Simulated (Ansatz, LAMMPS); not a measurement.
# Elastic response of amorphous Zn25Hg15S40 (80 atoms), part 2 of 4

Aim: relax amorphous Zn25Hg15S40 (80 atoms), then change its volume to read the bulk modulus from the stress.

Ansatz 0.2.0; Kohn-Sham DFT, PBE, PAW (set soft_1), plane waves.

The cell: 25 Zn, 15 Hg and 40 S. The quench rate of 3 K/ps is many orders above laboratory rates. The starting topology of bonds comes from the classical model. The Brillouin zone is sampled at Γ only. The levels lack spin–orbit coupling.

So far. Step 2 (Single point at the start): The r.m.s. force at the start is 0.40 eV/Å.

## Step 3: Cell and atoms relaxed

Cell and atoms are freed together, to release stress as well as forces.

input.yaml

```yaml
crystal:
  lattice:
    - [12.1288, 0.0, 0.0]
    - [0.0, 12.1288, 0.0]
    - [0.0, 0.0, 12.1288]
  atoms:
    [... the 80 atom lines of step 2 ...]
kpoints:
  mp_grid: { grid: [1, 1, 1] }
hamiltonian:
  xc: pbe
  pseudopotentials: { kind: paw, azcp: { folder: soft_1 } }
scf:
  occupations: { method: gaussian, width: 0.05 }
output:
  forces: true
relax:
  f_tol: 0.05
  max_steps: 150
  cell: {}
```

Run with:

```
$ ansatz run input.yaml --threads 4 --pin off --max-ram 8192MiB --backend cpu --events-out ev --progress --plain --runs-dir out
```

Numbers of over 12 decimals in the logs are rounded to 6 here.

Output:

```text
[...]
Crystal: 80 atoms, lattice volume = 1784.241 Å³
Basis set: ecut = 420 eV, 34889 PW (Γ), exchange–correlation on 180×180×180 points (8 copies of the dense FFT grid, shifted against one another)
Bands: 504, of which v1, the nominal top of the filled ones, is band 420 counted from 1 (419 counted from 0)
Symmetry: 1 space group operations
[...]
k-points: 1
[...]
SCF iter   1: F=—  HF=-326320.600342 eV  |F-HF|=—  |Δ(HF+E_count)|=         —  Δρ=4.04e-2  dr2=5.48e1  ethr=3.10e-3  ⟨swp⟩=6.0  Hψ=2158  notcnv=0  defer=50
[...]
SCF iter  21: F=-326310.861074 eV  HF=-326310.861074 eV  |F-HF|=4.26e-8  |Δ(HF+E_count)|=   6.23e-9  Δρ=1.19e-6  dr2=4.69e-8  ethr=1.19e-11  ⟨swp⟩=4.0  Hψ=1277  notcnv=0
SCF 1 converged in 21 iterations: F = -326310.861074 eV  dr2 = 4.69e-8
[...]
relax step   1: F+E_penalty+E_count = -326310.86107367 eV  Δ(F+E_penalty+E_count) = +0.000e0 eV  max|allowed force component| = 1.187e0 eV/Å  Δτ_max = 0.0000 Å  P = -1.655 GPa  Ω = 1784.241 Å³  (21 SCF iters, dr2 threshold 1.00e-7 eV, accepted)
[... from here on, the SCF cycles and remarks between the steps are left out ...]
relax step   2: F+E_penalty+E_count = -326314.61032374 eV  Δ(F+E_penalty+E_count) = -3.749e0 eV  max|allowed force component| = 6.802e-1 eV/Å  Δτ_max = 0.1942 Å  P = -0.581 GPa  Ω = 1758.941 Å³  energy of the carried Pulay correction = +9.224e-3 eV  (13 SCF iters, dr2 threshold 8.00e-6 eV, accepted)
relax step   3: F+E_penalty+E_count = -326316.38474575 eV  Δ(F+E_penalty+E_count) = -1.774e0 eV  max|allowed force component| = 4.521e-1 eV/Å  Δτ_max = 0.1950 Å  P = +0.464 GPa  Ω = 1744.054 Å³  energy of the carried Pulay correction = +1.476e-2 eV  (14 SCF iters, dr2 threshold 8.00e-6 eV, accepted)
relax step   4: F+E_penalty+E_count = -326317.51024096 eV  Δ(F+E_penalty+E_count) = -1.125e0 eV  max|allowed force component| = 5.487e-1 eV/Å  Δτ_max = 0.1942 Å  P = +0.033 GPa  Ω = 1764.443 Å³  energy of the carried Pulay correction = +7.199e-3 eV  (15 SCF iters, dr2 threshold 8.00e-6 eV, accepted)
relax step   5: F+E_penalty+E_count = -326318.27590654 eV  Δ(F+E_penalty+E_count) = -7.657e-1 eV  max|allowed force component| = 4.441e-1 eV/Å  Δτ_max = 0.1951 Å  P = +0.119 GPa  Ω = 1766.609 Å³  energy of the carried Pulay correction = +6.405e-3 eV  (15 SCF iters, dr2 threshold 8.00e-6 eV, accepted)
relax step   6: F+E_penalty+E_count = -326319.02004428 eV  Δ(F+E_penalty+E_count) = -7.441e-1 eV  max|allowed force component| = 5.891e-1 eV/Å  Δτ_max = 0.1983 Å  P = +0.004 GPa  Ω = 1776.680 Å³  energy of the carried Pulay correction = +2.734e-3 eV  (12 SCF iters, dr2 threshold 8.00e-6 eV, accepted)
relax step   7: F+E_penalty+E_count = -326319.34374195 eV  Δ(F+E_penalty+E_count) = -3.237e-1 eV  max|allowed force component| = 2.621e0 eV/Å  Δτ_max = 0.1947 Å  P = +0.227 GPa  Ω = 1781.342 Å³  energy of the carried Pulay correction = +1.046e-3 eV  (8 SCF iters, dr2 threshold 8.00e-6 eV, accepted)
relax step   8: F+E_penalty+E_count = -326319.91452748 eV  Δ(F+E_penalty+E_count) = -5.708e-1 eV  max|allowed force component| = 1.674e0 eV/Å  Δτ_max = 0.2000 Å  P = +0.190 GPa  Ω = 1785.387 Å³  energy of the carried Pulay correction = -4.128e-4 eV  (8 SCF iters, dr2 threshold 8.00e-6 eV, accepted)
relax step   9: F+E_penalty+E_count = -326320.36034605 eV  Δ(F+E_penalty+E_count) = -4.458e-1 eV  max|allowed force component| = 4.128e-1 eV/Å  Δτ_max = 0.1920 Å  P = +0.039 GPa  Ω = 1796.345 Å³  energy of the carried Pulay correction = -4.336e-3 eV  (8 SCF iters, dr2 threshold 8.00e-6 eV, accepted)
relax step  10: F+E_penalty+E_count = -326320.64847857 eV  Δ(F+E_penalty+E_count) = -2.881e-1 eV  max|allowed force component| = 3.524e-1 eV/Å  Δτ_max = 0.1977 Å  P = -0.009 GPa  Ω = 1803.428 Å³  energy of the carried Pulay correction = -6.851e-3 eV  (8 SCF iters, dr2 threshold 8.00e-6 eV, accepted)
relax step  11: F+E_penalty+E_count = -326320.80746510 eV  Δ(F+E_penalty+E_count) = -1.590e-1 eV  max|allowed force component| = 4.432e-1 eV/Å  Δτ_max = 0.1914 Å  P = +0.041 GPa  Ω = 1808.370 Å³  energy of the carried Pulay correction = -8.597e-3 eV  (8 SCF iters, dr2 threshold 7.76e-6 eV, accepted)
relax step  12: F+E_penalty+E_count = -326321.09265108 eV  Δ(F+E_penalty+E_count) = -2.852e-1 eV  max|allowed force component| = 3.096e-1 eV/Å  Δτ_max = 0.2000 Å  P = +0.078 GPa  Ω = 1815.518 Å³  energy of the carried Pulay correction = -1.111e-2 eV  (8 SCF iters, dr2 threshold 8.00e-6 eV, accepted)
relax step  13: F+E_penalty+E_count = -326321.38336918 eV  Δ(F+E_penalty+E_count) = -2.907e-1 eV  max|allowed force component| = 3.140e-1 eV/Å  Δτ_max = 0.1945 Å  P = +0.012 GPa  Ω = 1826.570 Å³  energy of the carried Pulay correction = -1.496e-2 eV  (8 SCF iters, dr2 threshold 5.99e-6 eV, accepted)
relax step  14: F+E_penalty+E_count = -326321.65603760 eV  Δ(F+E_penalty+E_count) = -2.727e-1 eV  max|allowed force component| = 3.022e-1 eV/Å  Δτ_max = 0.1961 Å  P = +0.036 GPa  Ω = 1835.477 Å³  energy of the carried Pulay correction = -1.803e-2 eV  (8 SCF iters, dr2 threshold 6.16e-6 eV, accepted)
[...]
relax step  44: F+E_penalty+E_count = -326324.35088896 eV  Δ(F+E_penalty+E_count) = -4.071e-2 eV  max|allowed force component| = 6.589e-2 eV/Å  Δτ_max = 0.0967 Å  P = +0.002 GPa  Ω = 1975.795 Å³  energy of the carried Pulay correction = -6.338e-2 eV  (13 SCF iters, accepted)
relax step  45: F+E_penalty+E_count = -326324.37407281 eV  Δ(F+E_penalty+E_count) = -2.318e-2 eV  max|allowed force component| = 6.417e-2 eV/Å  Δτ_max = 0.1000 Å  P = -0.005 GPa  Ω = 1978.978 Å³  energy of the carried Pulay correction = -6.434e-2 eV  (9 SCF iters, dr2 threshold 2.71e-7 eV, accepted)
relax step  46: F+E_penalty+E_count = -326324.38355606 eV  Δ(F+E_penalty+E_count) = -9.483e-3 eV  max|allowed force component| = 8.217e-2 eV/Å  Δτ_max = 0.1436 Å  P = +0.002 GPa  Ω = 1980.123 Å³  energy of the carried Pulay correction = -6.469e-2 eV  (9 SCF iters, dr2 threshold 2.57e-7 eV, accepted)
relax step  47: F+E_penalty+E_count = -326324.39311612 eV  Δ(F+E_penalty+E_count) = -9.560e-3 eV  max|allowed force component| = 1.247e-1 eV/Å  Δτ_max = 0.1219 Å  P = +0.002 GPa  Ω = 1981.796 Å³  energy of the carried Pulay correction = -6.520e-2 eV  (9 SCF iters, dr2 threshold 4.22e-7 eV, accepted)
relax step  48: F+E_penalty+E_count = -326324.40136736 eV  Δ(F+E_penalty+E_count) = -8.251e-3 eV  max|allowed force component| = 3.739e-2 eV/Å  Δτ_max = 0.0341 Å  P = -0.004 GPa  Ω = 1982.469 Å³  energy of the carried Pulay correction = -6.540e-2 eV  (7 SCF iters, dr2 threshold 9.72e-7 eV, accepted)
relax step  49: F+E_penalty+E_count = -326324.40690286 eV  Δ(F+E_penalty+E_count) = -5.536e-3 eV  max|allowed force component| = 3.673e-2 eV/Å  Δτ_max = 0.0413 Å  P = -0.001 GPa  Ω = 1981.803 Å³  energy of the carried Pulay correction = -6.520e-2 eV  (12 SCF iters, accepted)
relax step  50: F+E_penalty+E_count = -326324.41869763 eV  Δ(F+E_penalty+E_count) = -1.179e-2 eV  max|allowed force component| = 6.217e-2 eV/Å  Δτ_max = 0.1687 Å  P = +0.001 GPa  Ω = 1980.689 Å³  energy of the carried Pulay correction = -6.486e-2 eV  (14 SCF iters, accepted)
relax step  51: F+E_penalty+E_count = -326324.41463609 eV  Δ(F+E_penalty+E_count) = +4.062e-3 eV  max|allowed force component| = 1.674e-1 eV/Å  Δτ_max = 0.1881 Å  P = +0.015 GPa  Ω = 1977.873 Å³  energy of the carried Pulay correction = -6.401e-2 eV  (10 SCF iters, dr2 threshold 2.42e-7 eV, rejected (line search))
relax step  52: F+E_penalty+E_count = -326324.43328263 eV  Δ(F+E_penalty+E_count) = -1.458e-2 eV  max|allowed force component| = 3.080e-2 eV/Å  Δτ_max = 0.0941 Å  P = +0.008 GPa  Ω = 1978.428 Å³  energy of the carried Pulay correction = -6.418e-2 eV  (13 SCF iters, accepted)
relax step  53: F+E_penalty+E_count = -326324.44056300 eV  Δ(F+E_penalty+E_count) = -7.280e-3 eV  max|allowed force component| = 3.723e-2 eV/Å  Δτ_max = 0.0966 Å  P = -0.010 GPa  Ω = 1977.853 Å³  energy of the carried Pulay correction = -6.400e-2 eV  (13 SCF iters, accepted)
relax step  54: F+E_penalty+E_count = -326324.52874607 eV  Δ(F+E_penalty+E_count) = -8.818e-2 eV  max|allowed force component| = 3.864e-2 eV/Å  Δτ_max = 0.0000 Å  P = +0.039 GPa  Ω = 1977.853 Å³  stress off target by 1.20e-1 GPa  SCF on the basis re-selected at this cell (its energy is not comparable with the rows above)  (10 SCF iters)
relax step  55: F+E_penalty+E_count = -326324.53296313 eV  Δ(F+E_penalty+E_count) = -4.217e-3 eV  max|allowed force component| = 4.187e-2 eV/Å  Δτ_max = 0.0495 Å  P = -0.013 GPa  Ω = 1981.277 Å³  energy of the carried Pulay correction = -1.094e-3 eV  (9 SCF iters, dr2 threshold 3.60e-8 eV, accepted)
relax step  56: F+E_penalty+E_count = -326324.53391770 eV  Δ(F+E_penalty+E_count) = -9.546e-4 eV  max|allowed force component| = 4.189e-2 eV/Å  Δτ_max = 0.0000 Å  P = -0.013 GPa  Ω = 1981.277 Å³  stress off target by 3.14e-2 GPa  SCF on the basis re-selected at this cell (its energy is not comparable with the rows above)  (7 SCF iters)
[...]
SCF converged after 7 iterations
Free energy (F): -326324.533918 eV
[...]
Internal energy: -326324.533918 eV  (E = F + TS)
E sigma→0 (E₀):  -326324.533918 eV
Fermi energy:    5.950935 eV
[...]
--- Forces (eV/Å), atoms counted from 1 ---
  atom   1  Zn     0.01051273    -0.00219405     0.00139945
  atom   2  Zn     0.01239447    -0.00935822    -0.01891740
  atom   3  Zn     0.00146174     0.00298213     0.00288644
  atom   4  Zn    -0.00301638    -0.01187675     0.00363036
  atom   5  Zn    -0.00019547    -0.01160248    -0.02974591
  atom   6  Zn    -0.00628966     0.00845670     0.01293885
  atom   7  Zn    -0.00604438    -0.01059015    -0.00200674
  atom   8  Zn    -0.00089802    -0.00210663     0.00116733
  atom   9  Zn     0.00107962    -0.00570864    -0.00921605
  atom  10  Zn     0.00348418     0.00690015    -0.00429973
  atom  11  Zn     0.00499128     0.00197607     0.00514260
  atom  12  Zn    -0.00236053    -0.00173017     0.00549824
  atom  13  Zn    -0.00072279     0.00001331     0.01334959
  atom  14  Zn     0.00705832     0.01048092    -0.00059101
[...]
atom  79  S      0.00453235     0.00859158    -0.00523616
  atom  80  S      0.00857126    -0.02188783     0.00175715
  max |Σ_I F_I| component: 1.13e-6 eV/Å
--- Stress (GPa, compression-positive) ---
       -0.027954       0.000582      -0.004901
        0.000582      -0.018005       0.019566
       -0.004901       0.019566       0.007041
  P = ⅓ Tr σ = -0.0130 GPa (-0.130 kbar)
--- Relaxed structure (54 steps of the walk, 51 accepted, 2 SCFs on fresh bases) ---
  F+E_penalty+E_count = -326324.53391770 eV   max|allowed force component| = 4.189e-2 eV/Å   (the final SCF, on the basis selected at the relaxed cell)
  cell:  # Å, volume = 1981.2774 Å³
    - [12.258646, -0.656381, 0.360182]
    - [-0.656381, 12.383029, 0.740789]
    - [0.360182, 0.740789, 13.146484]
  atoms:
    - { symbol: Zn, position: [0.696890, 0.852668, 0.459431] }
    - { symbol: Zn, position: [0.835214, 0.522138, 0.763124] }
    - { symbol: Zn, position: [0.689063, 0.144531, 0.566380] }
    - { symbol: Zn, position: [0.949081, 0.016485, 0.495643] }
[...]
- { symbol: S, position: [0.304142, 0.133725, 0.126979] }
```

Wall time 33 min (4 threads of Arm Neoverse V1, shared host); peak memory 2.9 GiB.

The relaxation converged after 54 steps, with a largest force component of 0.042 eV/Å.

(Part 2 of 4 ends here.)

[Logs are printed without paths, hosts, clocks, repeated set-up lines and the standing remarks that a program may print on its own settings, such as how far it seeks lower states.]

[Hosts, paths, dates, database ids (printed as entryN), source tags and the programs' standing remarks are cut or masked in the printed files.]
